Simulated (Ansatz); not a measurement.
# WS2 (Tungstenite): converging the G0W0 gap

Aim: see how the G0W0 gap of WS2 (Tungstenite) on PBE moves with empty bands and screening cutoff, and what each rung costs.

Method: G0W0 on PBE, plane waves, PAW, in Ansatz 0.2.0.

The database entry behind the starting cell differs from later determinations by our own check (an axis about 1.4 % long against later determinations), so it need not match the best structure at ambient conditions.

## 1. The structure

The structure is hexagonal, space group P6_3/mmc (No. 194). The conventional cell has a = 3.180 Å, b = 3.180 Å, c = 12.500 Å, α = 90.00°, β = 90.00°, γ = 120.00°. Nearest to W lie 6 S at 2.41 Å. Nearest to S lie 3 W at 2.41 Å. Farther neighbours and most contacts between anions are not listed.

The cell and positions come from the Crystallography Open Database and are kept as given unless a step says otherwise. Spin-orbit coupling is left out unless a step names it. The default PAW set here is soft_2. Its files were made with PBE.

## 2. 142 empty bands, screening to 69 eV

G0W0 replaces the xc potential by the self-energy, built once from these orbitals. Only a window of levels is corrected, while the sums run over the empty bands that the input names.

The input, input.yaml:

```yaml
crystal:
  lattice:
    - [3.18, 0.0, 0.0]
    - [-1.59, 2.753960784, 0.0]
    - [0.0, 0.0, 12.5]
  atoms:
    - { symbol: W, position: [0.3333333333, 0.6666666667, 0.25] }
    - { symbol: W, position: [0.6666666667, 0.3333333333, 0.75] }
    - { symbol: S, position: [0.3333333333, 0.6666666667, 0.625] }
    - { symbol: S, position: [0.6666666667, 0.3333333333, 0.125] }
    - { symbol: S, position: [0.3333333333, 0.6666666667, 0.875] }
    - { symbol: S, position: [0.6666666667, 0.3333333333, 0.375] }
kpoints:
  mp_grid: { grid: [6, 6, 2] }
hamiltonian:
  xc: pbe
scf:
  occupations: { method: fixed }
gw:
  n_empty_bands: 142
  ecut_chi: 69
  qp_bands: [v2, c2]
  qp_kpoints: band_edges
  screening: { model: contour_deformation }
```

The run is started by

```
$ ansatz run input.yaml --threads 3 --pin off --max-ram 64512MiB --backend cuda --events-out ev --progress --plain --runs-dir out --devices 1 --max-vram 24GiB  # rebuilt from the run's record
```

Numbers of over 12 decimals in the logs are rounded to 6 here.

What it wrote:

```text
GPUs: using 1 of 1 available (devices: 1).
Engine: ansatz 0.2.0, x86_64-unknown-linux-gnu
Pseudopotentials: kind: paw
Pseudopotential: W, paw, valence charge 14, recommended cutoff 420 eV (normal), W.paw.azcp
Pseudopotential: S, paw, valence charge 6, recommended cutoff 420 eV (normal), S.paw.azcp
Functional definition: PBE
  parameter kappa = 0.804
  parameter beta = 0.066725
  exchange = pbe_x(kappa = kappa, mu = beta*pi^2/3)
  correlation = pbe_c(beta = beta)
device memory: the entry about to start is reckoned to put 1.1 GiB on a device that reports 52.4 GiB free (of which the cap on the GPU budget leaves the run 24.0 GiB)
GPU FFT provider: cuFFT
GPU libraries: cuBLAS 13.8.2, cuFFT 12.4.0, cuSOLVER 12.3.4
Crystal: 6 atoms, lattice volume = 109.470 Å³
Basis set: ecut = 420 eV, 2129 PW (Γ)
Bands: 32, of which v1, the nominal top of the filled ones, is band 26 counted from 1 (25 counted from 0)
Symmetry: 24 space group operations
Space group: P63/mmc (ITA 194), of the structure as read, at distance tolerance 4.8e-5 Å
k-points: 14 of 72
Non-local potential: W, projectors of the file, l = 0: 3, l = 1: 2, l = 2: 2, l = 3: 1
Non-local potential: S, projectors of the file, l = 0: 2, l = 1: 2, l = 2: 2
PAW form: soft (Blöchl's): semilocal exchange-correlation on the pseudo side does not see the compensation charge
PAW one-centre angular grid: W, 590 points (default); XC on 64 Gauss nodes
PAW one-centre angular grid: S, 110 points (default); XC on 64 Gauss nodes
Initial density: superposition of atomic densities (neutral atoms: chi_scale 0, normalization atom), corrected by the library's trained network
Initial wavefunctions: pseudopotential atomic-orbital guess
GPU buffer pool allocated for 51840 grid points (all kernels)
GPU transforms: local potential and band sums: pruned to the plane-wave sphere, on 24×24×90
Functional: x = pbe(κ = 0.804, μ = 0.219515), c = pbe(β = 0.066725)
SCF iter   1: F=—  HF=-24382.787099 eV  |F-HF|=—  |Δ(HF+E_count)|=         —  Δρ=5.12e-3  dr2=1.66e-2  ethr=1.77e-3  ⟨swp⟩=5.0  Hψ=1822  notcnv=0  defer=33
preconditioner: auto → Resta (q_TF=auto, 2.410 Å⁻¹)  ε∞=7.5  [insulator: Δε(μ)=1.041 eV  Ē_g=8.375 eV  n_scr=26 (ndim 8)  ℏωp=21.3 eV  f_vac=0.025  ε∞_Penn≈7.5]
SCF iter   2: F=—  HF=-24382.791492 eV  |F-HF|=—  |Δ(HF+E_count)|=   4.39e-3  Δρ=2.73e-3  dr2=2.14e-3  ethr=3.19e-5  ⟨swp⟩=2.1  Hψ=754  notcnv=0  defer=54
SCF iter   3: F=—  HF=-24382.795206 eV  |F-HF|=—  |Δ(HF+E_count)|=   3.71e-3  Δρ=1.19e-3  dr2=4.51e-4  ethr=4.11e-6  ⟨swp⟩=2.1  Hψ=674  notcnv=0  defer=54
SCF iter   4: F=—  HF=-24382.796136 eV  |F-HF|=—  |Δ(HF+E_count)|=   9.30e-4  Δρ=6.56e-5  dr2=5.11e-6  ethr=8.68e-7  ⟨swp⟩=2.0  Hψ=711  notcnv=0  defer=54
SCF iter   5: F=—  HF=-24382.796141 eV  |F-HF|=—  |Δ(HF+E_count)|=   4.87e-6  Δρ=1.33e-5  dr2=1.99e-7  ethr=9.83e-9  ⟨swp⟩=2.0  Hψ=748  notcnv=0  defer=8
SCF iter   6: F=-24382.796141 eV  HF=-24382.796141 eV  |F-HF|=1.17e-8  |Δ(HF+E_count)|=   6.12e-8  Δρ=4.36e-6  dr2=2.76e-8  ethr=1.92e-10  ⟨swp⟩=5.3  Hψ=1391  notcnv=0
SCF 1 converged in 6 iterations: F = -24382.796141 eV  dr2 = 2.76e-8
  greatest PAW one-centre occupation: 1.000 electrons in one spin orbital (limit 2), on the W atom at site 1 (counted from 0), in its partial waves of l = 0
device memory: the entry about to start is reckoned to put 1.2 GiB (of the 1.3 GiB reckoned in all, the device holds 0.1 GiB already) on a device that reports 52.2 GiB free (of which the cap on the GPU budget leaves the run 23.9 GiB)
NSCF: frozen V_eff on 14 k-points, pencils in batches of 32, up to order 128
the band table was solved once the SCF had ended and its energy, with any forces and stress, was formed, with the checks that follow a solve (1825 applications of the Hamiltonian). They found nothing against the state; the energy, forces and stress were not computed again (output.eigenvalues in the input reference)
device memory: the entry about to start is reckoned to put 3.9 GiB on a device that reports 52.2 GiB free (of which the cap on the GPU budget leaves the run 24.0 GiB)
NSCF: frozen V_eff on 14 k-points
G₀W₀ screening: q 1/14
[... further progress lines ...]
SCF converged after 6 iterations
Free energy (F): -24382.796141 eV
Harris-Foulkes:  -24382.796141 eV  (|F-HF|=1.17e-8)
Internal energy: -24382.796141 eV  (E = F + TS)
E sigma→0 (E₀):  -24382.796141 eV
Fermi energy:    11.265030 eV
--- Per-component energies (eV) ---
  E_band       = -395.988630
  E_kinetic    = 1332.635153
  E_local      = -3640.499129  (includes V_loc(G=0)·N_el)
  E_nonlocal   = 114.712486
  E_hartree    = 1448.762133
  E_xc         = -924.384668
  E_vxc        = -830.176343  (∫ρ·V_xc dr)
  E_paw        = -19526.258880  (= ΣΔE_a)
  E_vpaw       = -270.187352  (= ΣTr[D̂ρ^β])
  E_aug_tail   = -0.000119  (compensation charges beyond the density's cutoff)
  E_ewald      = -3187.763116
  E_smearing   = -0.000000  (= −TS)
  E_closure    = 0.000000  (closes the sum)
  Σ components = -24382.796141   (vs F -24382.796141, Δ=0.00e0)
--- Band table (eV; the first three rows and the last of 14) ---
  k-point 0: bands = [... 22 lower, 8.9990, 9.6943, 10.1732, 11.2650, 13.5108, 13.5108, 13.5186, 13.5186, ... 2 higher]
  k-point 1: bands = [... 22 lower, 8.9778, 8.9778, 10.9613, 10.9613, 13.5077, 13.5077, 13.5077, 13.5077, ... 2 higher]
  k-point 2: bands = [... 22 lower, 8.9492, 9.7774, 10.0915, 10.4572, 12.8394, 13.2618, 13.3693, 13.4536, ... 2 higher]
  k-point 13: bands = [... 22 lower, 8.2312, 8.2312, 10.6075, 10.6075, 12.4366, 12.4366, 13.9183, 13.9183, ... 2 higher]
--- G₀W₀: contour deformation, 7 samples at zero and on the imaginary axis and 1 off it, 72 q-points, 142 empty bands' worth ---
  eigenvalues of the whole cell's RPA ε∞ on this k-mesh (on a slab, of 1 + 4πα/V) = 5.4331, 14.4153, 14.4153; static W/v taken at q = 0 is 0.070196
  bands read: the sum over 168 bands ends inside a degenerate multiplet in 1 slot, whose members it reads at an even weight; the widest, k=0: bands 168 to 169 (counted from 1) at 1/2 each
  gw.qp_kpoints: band_edges: 10 of 14 stored k-points solved, in 1 pass; an edge of the gap read off the rows below is read off those points alone
    valence top: of the k-points left out ik 6 came nearest to being solved in a further pass, in band 26 (counted from 1, as in the quasiparticle table): it holds the edge there only if its correction is more favourable than any solved in that band by at least 1.505 eV; those differ by 0.108 eV
    conduction bottom: of the k-points left out ik 4 came nearest to being solved in a further pass, in band 27 (counted from 1, as in the quasiparticle table): it holds the edge there only if its correction is more favourable than any solved in that band by at least 0.638 eV; those differ by 0.205 eV
    ik  band        ε_KS         Σx   Σc(E_QP)       V_xc       Z   E_QP_lin       E_QP  E_QP is
     0    25     10.1732   -18.1777     1.2457   -16.9538  0.7539    10.1950    10.1950  root
     0    26     11.2650   -19.4389     0.8423   -18.7641  0.7591    11.4324    11.4327  root
     0    27     13.5108   -13.7160    -3.9534   -18.3592  0.7597    14.2099    14.2005  root
     0    28     13.5108   -13.7160    -3.9534   -18.3592  0.7597    14.2099    14.2005  root
     1    25     10.9613   -19.1266     1.0730   -18.1682  0.7592    11.0758    11.0760  root
     1    26     10.9613   -19.1266     1.0730   -18.1682  0.7592    11.0758    11.0760  root
     1    27     13.5077   -13.6700    -3.9419   -18.2965  0.7595    14.2014    14.1921  root
     1    28     13.5077   -13.6700    -3.9419   -18.2965  0.7595    14.2014    14.1921  root
     2    25     10.0915   -18.8161     1.3668   -17.5025  0.7528    10.1447    10.1448  root
     2    26     10.4572   -19.1470     1.2185   -18.0356  0.7563    10.5642    10.5644  root
     2    27     12.8394   -13.1925    -3.6465   -17.3746  0.7621    13.3799    13.3750  root
     2    28     13.2618   -14.0692    -3.6950   -18.3794  0.7525    13.8847    13.8768  root
     3    25     10.3907   -19.1675     1.3240   -17.9335  0.7558    10.4806    10.4807  root
     3    26     10.3907   -19.1675     1.3240   -17.9335  0.7558    10.4806    10.4807  root
     3    27     13.1039   -13.5763    -3.7690   -17.9252  0.7592    13.6902    13.6838  root
     3    28     13.1039   -13.5763    -3.7690   -17.9252  0.7592    13.6902    13.6838  root
     8    25      9.7392   -19.4646     1.5889   -17.9520  0.7495     9.8155     9.8156  root
     8    26      9.7747   -19.5100     1.5580   -18.0318  0.7491     9.8543     9.8545  root
     8    27     12.3123   -12.9251    -3.4797   -16.8894  0.7690    12.8003    12.7969  root
     8    28     13.0540   -14.1664    -3.8679   -18.6512  0.7558    13.6786    13.6710  root
     9    25      9.7611   -19.4943     1.5724   -18.0005  0.7494     9.8396     9.8398  root
     9    26      9.7611   -19.4943     1.5724   -18.0005  0.7494     9.8396     9.8398  root
     9    27     12.6634   -13.4760    -3.6455   -17.6688  0.7647    13.2156    13.2107  root
     9    28     12.6634   -13.4760    -3.6455   -17.6688  0.7647    13.2156    13.2107  root
[...]
12    25     10.5317   -18.7023     0.8855   -17.9114  0.7609    10.6263    10.6264  root
    12    26     10.6990   -19.1380     0.8304   -18.4434  0.7609    10.8346    10.8348  root
    12    27     12.4363   -15.7041    -3.5018   -19.8261  0.7607    13.0626    13.0566  root
    12    28     12.4363   -15.7041    -3.5018   -19.8261  0.7607    13.0626    13.0566  root
    13    25     10.6075   -18.8759     0.8542   -18.1348  0.7610    10.7205    10.7207  root
    13    26     10.6075   -18.8759     0.8542   -18.1348  0.7610    10.7205    10.7207  root
    13    27     12.4366   -15.7105    -3.5017   -19.8326  0.7606    13.0630    13.0570  root
    13    28     12.4366   -15.7105    -3.5017   -19.8326  0.7606    13.0630    13.0570  root
```

It took 15 s on 1 × NVIDIA H100 80GB HBM3 (shared by 3 runs) with 3 threads of AMD EPYC 7R13 (Zen 3), shared host; peak memory 1.2 GiB; 20 s of CPU time.

In the SCF lines HF is the Harris–Foulkes energy and dr2 the Hartree energy of the density residual, in eV; the loop may stop once dr2 is under the threshold and the program's other checks hold. Hψ counts applications of the Hamiltonian.

Numbers from this step:

```
bands summed                                 : 168
RPA ε∞ on this mesh (eigenvalues)            : 5.433, 14.42, 14.42
plane waves in the screening matrix          : 149
q-points in the mesh                         : 72
G0W0 gap on the mesh                         : 1.364 eV
k of the valence top                         : 0, 0, 0
k of the conduction bottom                   : 0.1667, 0.1667, 0
starting gap on the mesh                     : 1.047 eV
Z at the valence top                         : 0.7591
Z at the conduction bottom                   : 0.7690
least direct G0W0 gap on the computed points : 2.222 eV
```

The gap on the mesh goes from 1.05 eV to 1.36 eV, a correction of +0.32 eV. Between the two edge states, bare exchange in place of the xc potential would open the gap by 4.64 eV, and correlation takes back 4.32 eV.

## 3. 402 empty bands, screening to 138 eV

Another rung: the empty bands reach about as high as the screening cutoff, so the two stay in balance.

Changes to input.yaml since step 2:

```diff
@@ -19,4 +19,4 @@
 gw:
-  n_empty_bands: 142
-  ecut_chi: 69
+  n_empty_bands: 402
+  ecut_chi: 138
   qp_bands: [v2, c2]
```

What it wrote:

```text
GPUs: using 1 of 1 available (devices: 1).
[...]
GPU FFT provider: cuFFT
GPU libraries: cuBLAS 13.8.2, cuFFT 12.4.0, cuSOLVER 12.3.4
Crystal: 6 atoms, lattice volume = 109.470 Å³
Basis set: ecut = 420 eV, 2129 PW (Γ)
Bands: 32, of which v1, the nominal top of the filled ones, is band 26 counted from 1 (25 counted from 0)
Symmetry: 24 space group operations
[...]
k-points: 14 of 72
[...]
GPU buffer pool allocated for 51840 grid points (all kernels)
[...]
SCF iter   1: F=—  HF=-24382.787099 eV  |F-HF|=—  |Δ(HF+E_count)|=         —  Δρ=5.12e-3  dr2=1.66e-2  ethr=1.77e-3  ⟨swp⟩=5.0  Hψ=1822  notcnv=0  defer=33
[...]
SCF iter   6: F=-24382.796141 eV  HF=-24382.796141 eV  |F-HF|=1.17e-8  |Δ(HF+E_count)|=   6.12e-8  Δρ=4.36e-6  dr2=2.76e-8  ethr=1.92e-10  ⟨swp⟩=5.3  Hψ=1391  notcnv=0
SCF 1 converged in 6 iterations: F = -24382.796141 eV  dr2 = 2.76e-8
[...]
NSCF: frozen V_eff on 14 k-points, pencils in batches of 32, up to order 128
[...]
NSCF: frozen V_eff on 14 k-points
G₀W₀ screening: q 1/14
[... further progress lines ...]
SCF converged after 6 iterations
Free energy (F): -24382.796141 eV
[...]
Internal energy: -24382.796141 eV  (E = F + TS)
E sigma→0 (E₀):  -24382.796141 eV
Fermi energy:    11.265030 eV
[...]
--- Band table (eV; the first three rows and the last of 14) ---
  k-point 0: bands = [... 22 lower, 8.9990, 9.6943, 10.1732, 11.2650, 13.5108, 13.5108, 13.5186, 13.5186, ... 2 higher]
  k-point 1: bands = [... 22 lower, 8.9778, 8.9778, 10.9613, 10.9613, 13.5077, 13.5077, 13.5077, 13.5077, ... 2 higher]
  k-point 2: bands = [... 22 lower, 8.9492, 9.7774, 10.0915, 10.4572, 12.8394, 13.2618, 13.3693, 13.4536, ... 2 higher]
  k-point 13: bands = [... 22 lower, 8.2312, 8.2312, 10.6075, 10.6075, 12.4366, 12.4366, 13.9183, 13.9183, ... 2 higher]
[...]
0    25     10.1732   -18.1777     0.9223   -16.9538  0.7489     9.8701     9.8716  root
     0    26     11.2650   -19.4389     0.4470   -18.7641  0.7529    11.0367    11.0372  root
     0    27     13.5108   -13.7160    -4.3234   -18.3592  0.7550    13.8324    13.8306  root
     0    28     13.5108   -13.7160    -4.3234   -18.3592  0.7550    13.8324    13.8306  root
     1    25     10.9613   -19.1266     0.6913   -18.1682  0.7533    10.6934    10.6942  root
     1    26     10.9613   -19.1266     0.6913   -18.1682  0.7533    10.6934    10.6942  root
     1    27     13.5077   -13.6700    -4.3118   -18.2965  0.7547    13.8240    13.8223  root
     1    28     13.5077   -13.6700    -4.3118   -18.2965  0.7547    13.8240    13.8223  root
[...]
13    25     10.6075   -18.8759     0.4915   -18.1348  0.7562    10.3573    10.3580  root
    13    26     10.6075   -18.8759     0.4915   -18.1348  0.7562    10.3573    10.3580  root
    13    27     12.4366   -15.7105    -3.8789   -19.8326  0.7542    12.6807    12.6798  root
    13    28     12.4366   -15.7105    -3.8789   -19.8326  0.7542    12.6807    12.6798  root
```

Run time: 16 s. Hardware: 1 × NVIDIA H100 80GB HBM3 (shared by 3 runs) with 3 threads; peak memory 1.7 GiB; 26 s of CPU time.

This step gave:

```
bands summed                                 : 428
RPA ε∞ on this mesh (eigenvalues)            : 5.409, 14.00, 14.00
plane waves in the screening matrix          : 365
q-points in the mesh                         : 72
G0W0 gap on the mesh                         : 1.437 eV
k of the valence top                         : 0, 0, 0
k of the conduction bottom                   : 0.1667, 0.1667, 0
starting gap on the mesh                     : 1.047 eV
Z at the valence top                         : 0.7529
Z at the conduction bottom                   : 0.7641
least direct G0W0 gap on the computed points : 2.218 eV
```

Against the run with 6×6×2 mesh, 142 empty bands, screening to 69 eV, the gap moves by +0.07 eV.

## 4. 867 empty bands, screening to 230 eV

Changes to input.yaml since step 3:

```diff
@@ -19,4 +19,4 @@
 gw:
-  n_empty_bands: 402
-  ecut_chi: 138
+  n_empty_bands: 867
+  ecut_chi: 230.0
   qp_bands: [v2, c2]
```

What it wrote:

```text
GPUs: using 1 of 1 available (devices: 1).
[...]
GPU FFT provider: cuFFT
GPU libraries: cuBLAS 13.8.2, cuFFT 12.4.0, cuSOLVER 12.3.4
Crystal: 6 atoms, lattice volume = 109.470 Å³
Basis set: ecut = 420 eV, 2129 PW (Γ)
Bands: 32, of which v1, the nominal top of the filled ones, is band 26 counted from 1 (25 counted from 0)
Symmetry: 24 space group operations
[...]
k-points: 14 of 72
[...]
1    28     13.5077   -13.6700    -4.4799   -18.2965  0.7540    13.6546    13.6542  root
[...]
13    25     10.6075   -18.8759     0.3320   -18.1348  0.7548    10.1964    10.1985  root
    13    26     10.6075   -18.8759     0.3320   -18.1348  0.7548    10.1964    10.1985  root
    13    27     12.4366   -15.7105    -4.0519   -19.8326  0.7518    12.5069    12.5068  root
    13    28     12.4366   -15.7105    -4.0519   -19.8326  0.7518    12.5069    12.5068  root
[key lines of the parts left out:]
SCF converged after 6 iterations
Free energy (F): -24382.796141 eV
Fermi energy:    11.265030 eV
```

It took 45 s on 1 × NVIDIA H100 80GB HBM3 (shared by 3 runs) with 3 threads; peak memory 3.3 GiB.

This step gave:

- bands summed: 893
- RPA ε∞ on this mesh (eigenvalues): 5.404, 13.93, 13.93
- plane waves in the screening matrix: 835
- G0W0 gap on the mesh: 1.467 eV
- k of the valence top: 0, 0, 0
- k of the conduction bottom: 0.1667, 0.1667, 0
- starting gap on the mesh: 1.047 eV
- least direct G0W0 gap on the computed points: 2.209 eV

Against the run with 6×6×2 mesh, 402 empty bands, screening to 138 eV, the gap moves by +0.03 eV.

(Part 1 of 2 ends here.)

[Paths, hosts, dates, memory and timing lines, banners, echoed tables and standing remarks are left out of the program output.]

[Logs are printed without paths, hosts, clocks, repeated set-up lines and the standing remarks that a program may print on its own settings, such as how far it seeks lower states.]

[Runs of the session that timed out or met a known fault of the program may be left out.]

[Cells called generated may have been cut or substituted from an entry of the Crystallography Open Database or the Materials Project.]

[Hosts, paths, dates, database ids (printed as entryN), source tags and the programs' standing remarks are cut or masked in the printed files.]
